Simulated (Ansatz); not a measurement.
Consider WSe2 (layered bulk) (P6_3/mmc).

```xyz
6
Lattice="3.2307 0.0000 0.0000 -1.6153 2.7978 0.0000 0.0000 0.0000 12.4137" Properties=species:S:1:pos:R:3 pbc="T T T"
W     0.0000    1.8652    3.1034
Se    1.6153    0.9326    4.7844
Se    1.6153    0.9326    1.4224
W     1.6153    0.9326    9.3102
Se    0.0000    1.8652   10.9912
Se    0.0000    1.8652    7.6293
```

The structure was relaxed with PBEsol-D3(BJ). The runs that relaxed it are not among those shown. Spin-orbit coupling is left out unless a run names it.

Gaps computed with Ansatz 0.2.0 without a self-energy: PBEsol 0.71 eV, PBEsol+SOC 0.64 eV and HSE06 1.17 eV.

**Question.** What gap should G0W0 on PBEsol give (9×9×2 mesh, 468 empty bands, screening to 150 eV, PAW set soft_1 files)?

About 1.01 eV: on its mesh the run moves the gap from 0.83 eV by +0.31 eV, and the mesh misses the edges by 0.12 eV. Among the scalar-relativistic levels given, HSE06 is nearest (+0.16 eV). Spin-orbit coupling is not in that value; its −0.07 eV at the PBEsol level would bring it to about 0.95 eV. Bands and cutoff are finite, so the gap is not at the basis limit. The miss can reach some tenths of an eV and take either sign; the mesh is an error of its own. The many-body steps are scalar-relativistic: spin-orbit coupling is not in them.

[Paths, hosts, dates, memory and timing lines, banners, echoed tables and standing remarks are left out of the program output.]

[Logs are printed without paths, hosts, clocks, repeated set-up lines and the standing remarks that a program may print on its own settings, such as how far it seeks lower states.]

[Runs of the session that timed out or met a known fault of the program may be left out.]

[Cells called generated may have been cut or substituted from an entry of the Crystallography Open Database or the Materials Project.]

[Hosts, paths, dates, database ids (printed as entryN), source tags and the programs' standing remarks are cut or masked in the printed files.]
